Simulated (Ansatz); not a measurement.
## Lattice dynamics of YRh (Pm-3m)

The cell of YRh (Pm-3m) is at rest. What are its phonons? After the zone centre comes a 4×4×4 q mesh on a 12×12×12 k mesh.

Calculated with Ansatz 0.2.0; DFT PBEsol, scalar-relativistic, plane waves, PAW; PAW set soft_1.

## Step 1: The structure

Symmetry: Pm-3m, No. 221, cubic system. Conventional cell: a = 3.383 Å, b = 3.383 Å, c = 3.383 Å, α = 90.00°, β = 90.00°, γ = 90.00°. Y has 8 Rh at 2.93 Å nearest. Nearest to Rh lie 8 Y at 2.93 Å. Farther neighbours are not listed.

Structure file:

```
Y Rh
1.0
     3.38346    0.00000    0.00000
     0.00000    3.38346    0.00000
     0.00000    0.00000    3.38346
Y Rh
1 1
Direct
  0.50000 0.50000 0.50000
  0.00000 0.00000 0.00000
```

## Step 2: Zone-centre response

The cell comes from relaxations at this level that are not shown. The zone centre comes first: it holds the modes that light can see, as far as symmetry allows. No field response is asked, since the mesh shows no gap.

input.yaml reads:

```yaml
crystal:
  lattice:
    - [3.3834636032, 0.0, 0.0]
    - [0.0, 3.3834636032, 0.0]
    - [0.0, 0.0, 3.3834636032]
  atoms:
    - { symbol: "Y", position: [0.5, 0.5, 0.5] }
    - { symbol: Rh, position: [0.0, 0.0, 0.0] }
kpoints:
  mp_grid: { grid: [12, 12, 12] }
hamiltonian:
  xc: pbesol
  pseudopotentials: { kind: paw, azcp: { folder: soft_1 }, xc_functional: pbe }
scf:
  occupations: { method: methfessel_paxton, width: 0.2 }
output:
  eigenvalues: true
phonons:
  method: dfpt
```

Run with:

```sh
ansatz run input.yaml --threads 4 --pin off --max-ram 10240MiB --backend cpu --events-out ev --progress --plain --runs-dir out
```

Numbers of over 12 decimals in the logs are rounded to 6 here.

What it wrote:

```text
Engine: ansatz 0.2.0, aarch64-unknown-linux-gnu
Pseudopotentials: kind: paw
Pseudopotential: Y, paw, valence charge 11, recommended cutoff 420 eV (normal), soft_1/Y.paw.azcp
Pseudopotential: Rh, paw, valence charge 17, recommended cutoff 420 eV (normal), soft_1/Rh.paw.azcp
Functional definition: PBEsol
  exchange = pbesol_x
  correlation = pbesol_c
Crystal: 2 atoms, lattice volume = 38.733 Å³
Basis set: ecut = 420 eV, 739 PW (Γ), exchange–correlation on 48×48×48 points (8 copies of the dense FFT grid, shifted against one another)
Bands: 18, of which v1, the nominal top of the filled ones, is band 14 counted from 1 (13 counted from 0)
Symmetry: 48 space group operations
k-points: 196 of 1728 (irreducible under 8 space group operations, time reversal used)
Non-local potential: Y, projectors of the file, l = 0: 3, l = 1: 2, l = 2: 2, l = 3: 1
Non-local potential: Rh, projectors of the file, l = 0: 3, l = 1: 2, l = 2: 2, l = 3: 1
PAW form: soft (Blöchl's): semilocal exchange-correlation on the pseudo side does not see the compensation charge
PAW frozen core: Y, regenerated for the run's functional, and the local potential with it (the file was generated under x = pbe(κ = 0.804, μ = 0.219515), c = pbe(β = 0.066725))
PAW frozen core: Rh, regenerated for the run's functional, and the local potential with it (the file was generated under x = pbe(κ = 0.804, μ = 0.219515), c = pbe(β = 0.066725))
PAW one-centre angular grid: Y, 590 points (default); XC on 64 Gauss nodes
PAW one-centre angular grid: Rh, 590 points (default); XC on 64 Gauss nodes
Initial density: superposition of atomic densities (chi_scale 0.1, normalization cell, long waves kept (reshape's long-wave potential 0.00 eV rms))
Initial wavefunctions: pseudopotential atomic-orbital guess
Functional: x = pbesol(κ = 0.804, μ = 0.123457), c = pbesol(β = 0.046)
SCF iter   1: F=—  HF=-10140.534841 eV  |F-HF|=—  |Δ(HF+E_count)|=         —  Δρ=2.65e-1  dr2=4.53e1  ethr=3.10e-3  ⟨swp⟩=4.1  Hψ=14022  notcnv=0
preconditioner: auto → none  [metal: Δε(μ)=0.012 eV  Ē_g=11.580 eV  σ=0.200 eV  W_gap=0.05  n_scr=6 (ndim 8)  ℏωp=25.3 eV  f_vac=0.000  D(μ)=0.49/eV (n_scr^D=0)  sad-step TF]
SCF iter   2: F=—  HF=-10137.716279 eV  |F-HF|=—  |Δ(HF+E_count)|=    2.82e0  S|Δr|=    0.00e0  Δρ=1.73e-1  dr2=2.09e1  ethr=3.10e-3  ⟨swp⟩=4.8  Hψ=24717  notcnv=0
automatic band count: the SCF goes on with 22 bands, as 18 were too few: they end inside the smearing window of the response
SCF iter   3: F=—  HF=-10135.533795 eV  |F-HF|=—  |Δ(HF+E_count)|=    2.18e0  S|Δr|=    0.00e0  Δρ=2.72e-2  dr2=2.73e-1  ethr=3.10e-3  ⟨swp⟩=2.1  Hψ=8315  notcnv=0  defer=413
SCF iter   4: F=—  HF=-10135.491324 eV  |F-HF|=—  |Δ(HF+E_count)|=   4.25e-2  S|Δr|=    0.00e0  Δρ=8.19e-3  dr2=2.39e-2  ethr=9.75e-4  ⟨swp⟩=1.7  Hψ=5758  notcnv=0  defer=413
SCF iter   5: F=—  HF=-10135.488160 eV  |F-HF|=—  |Δ(HF+E_count)|=   3.16e-3  S|Δr|=    0.00e0  Δρ=1.03e-3  dr2=8.19e-4  ethr=8.52e-5  ⟨swp⟩=1.0  Hψ=3905  notcnv=0  defer=413
SCF iter   6: F=—  HF=-10135.488067 eV  |F-HF|=—  |Δ(HF+E_count)|=   9.27e-5  S|Δr|=    0.00e0  Δρ=2.83e-4  dr2=2.24e-5  ethr=2.92e-6  ⟨swp⟩=2.2  Hψ=5018  notcnv=0  defer=413
SCF iter   7: F=—  HF=-10135.488067 eV  |F-HF|=—  |Δ(HF+E_count)|=   4.16e-7  S|Δr|=    0.00e0  Δρ=5.43e-5  dr2=8.97e-7  ethr=8.00e-8  ⟨swp⟩=2.3  Hψ=5690  notcnv=0  defer=413
SCF iter   8: F=—  HF=-10135.488067 eV  |F-HF|=—  |Δ(HF+E_count)|=   4.04e-8  S|Δr|=    0.00e0  Δρ=4.85e-6  dr2=9.04e-9  ethr=3.20e-9  ⟨swp⟩=2.5  Hψ=5999  notcnv=0  defer=413
SCF iter   9: F=—  HF=-10135.488067 eV  |F-HF|=—  |Δ(HF+E_count)|=   1.33e-9  S|Δr|=    0.00e0  Δρ=3.58e-7  dr2=3.37e-11  ethr=3.23e-11  ⟨swp⟩=2.2  Hψ=5700  notcnv=0  defer=413
SCF iter  10: F=-10135.488067 eV  HF=-10135.488067 eV  |F-HF|=1.82e-12  |Δ(HF+E_count)|=  5.46e-12  S|Δr|=    0.00e0  Δρ=2.69e-8  dr2=2.61e-13  ethr=1.00e-12  ⟨swp⟩=10.4  Hψ=19760  notcnv=0
SCF 1 converged in 10 iterations: F = -10135.488067 eV  dr2 = 2.61e-13
  greatest PAW one-centre occupation: 0.999 electrons in one spin orbital (limit 2), on the Rh atom at site 1 (counted from 0), in its partial waves of l = 0
DFPT response loops at Γ: preconditioner auto → Kerker (q_TF=auto, 2.585 Å⁻¹) (partly filled bands, converged f_vac=0.000); β = 1.00, the filter's whole step (`scf.mixing.beta` (0.50) is not read by the response loops under this deck's `scf.mixing.preconditioner`; to damp them name `kerker` or `kerker_dos`, under which they read `scf.mixing.beta`, and type it under 1.00, their step now; both keys bind the ground state too); Broyden in place of MSR1
SCF converged after 10 iterations
Stability not checked: this state was not tested for a lower state beside it, because cold or Methfessel-Paxton smearing, or corrected tetrahedra, fill the levels in a way that the test cannot read (fill_not_monotonic; see scf.lower_state_search)
Free energy (F): -10135.488067 eV
Harris-Foulkes:  -10135.488067 eV  (|F-HF|=1.82e-12)
Internal energy: -10135.485312 eV  (E = F + TS)
E sigma→0 (E₀):  -10135.487378 eV
Entropy (-TS):   -0.002755 eV (-1.378 meV/atom)
Fermi energy:    15.923460 eV
--- Per-component energies (eV) ---
  E_band       = -230.812116
  E_kinetic    = 857.963968
  E_local      = -2424.162469  (includes V_loc(G=0)·N_el)
  E_nonlocal   = 330.945349
  E_hartree    = 897.762219
  E_xc         = -379.332003
  E_vxc        = -459.504977  (∫ρ·V_xc dr)
  E_paw        = -6305.445020  (= ΣΔE_a)
  E_vpaw       = -331.578591  (= ΣTr[D̂ρ^β])
  E_aug_tail   = 0.000138  (compensation charges beyond the density's cutoff)
  E_ewald      = -3113.642469
  E_core_change = 0.424974  (= ΣΔE_core)
  E_smearing   = -0.002755  (= −TS)
  E_closure    = 0.000000  (closes the sum)
  Σ components = -10135.488067   (vs F -10135.488067, Δ=0.00e0)
--- Band table (eV; the first three rows and the last of 196) ---
  k-point 0: bands = [... 10 lower, 11.9025, 14.2214, 14.2214, 14.2214, 18.1841, 18.1841, 21.9983, 21.9983, ... 4 higher]
  k-point 1: bands = [... 10 lower, 11.9954, 14.2082, 14.2082, 14.2429, 18.0699, 18.2243, 21.3854, 21.3854, ... 4 higher]
  k-point 2: bands = [... 10 lower, 12.2521, 14.1749, 14.1749, 14.3027, 17.7527, 18.2818, 20.4109, 20.4109, ... 4 higher]
  k-point 195: bands = [... 10 lower, 13.4745, 14.8626, 14.8626, 14.8626, 15.2845, 15.2845, 20.9917, 22.9638, ... 4 higher]
--- Phonons (Γ-DFPT): 2 representative perturbations + reference, on 196 of 1728 k-points (Σ response iterations 6) ---
  k mesh reduced under 8 symmetry operations, with k and −k counted as one. Each operation leaves every solved perturbation unchanged. A smaller set is not used because it would not reduce the number of displacements times k-points to solve
  ASR residual: 3.467e-5 → 0.000e0 eV/Å²; symmetrization residual: 1.714e-5 eV/Å²
  ASR residual per site (eV/Å²): 2.76e-5 3.47e-5
  Γ frequencies (cm⁻¹): 0.00 0.00 0.00 145.79 145.79 145.79
  non-analytic LO–TO correction: not included (Born effective charges unavailable; polar crystals: no LO–TO splitting at Γ)
```

Wall time 17 s (4 threads of Arm Neoverse N1, shared host); peak memory 0.7 GiB.

Numbers from this step:

| Quantity | Value |
| --- | --- |
| volume per atom | 19.37 Å³ |
| gap on the k-mesh | 0 eV |
| sum-rule residual before enforcement | 3.47e-5 eV/Å² |
| point group | m-3m |
| highest optical mode at the zone centre (no LO-TO term) | 145.8 cm⁻¹ |
| lowest optical zone-centre mode | 145.8 cm⁻¹ |

Patterns of degenerate modes are one choice out of their space. The modes at Γ (shares of kinetic energy by element, %):

| mode | frequency (cm⁻¹) | symmetry | Y % | Rh % |
| --- | --- | --- | --- | --- |
| 1 | 0.0 | acoustic | 46 | 54 |
| 2 | 0.0 | acoustic | 46 | 54 |
| 3 | 0.0 | acoustic | 46 | 54 |
| 4 | 145.8 | T1u | 54 | 46 |
| 5 | 145.8 | T1u | 54 | 46 |
| 6 | 145.8 | T1u | 54 | 46 |

Displacements in mode 6 (145.8 cm⁻¹), the largest set to 1:
```
Y1   0.00  0.00  1.00
Rh2  0.00  0.00 -0.86
```

Before it was imposed, the acoustic sum rule was missed by 3.5e-5 eV/Å². Small misses are needed for a sound result but don't prove that mesh and cutoff are converged. The lowest optical mode is real, 146 cm⁻¹.

(Part 1 of 2 ends here.)

[Logs are printed without paths, hosts, clocks, repeated set-up lines and the standing remarks that a program may print on its own settings, such as how far it seeks lower states.]

[Hosts, paths, dates, database ids (printed as entryN), source tags and the programs' standing remarks are cut or masked in the printed files.]
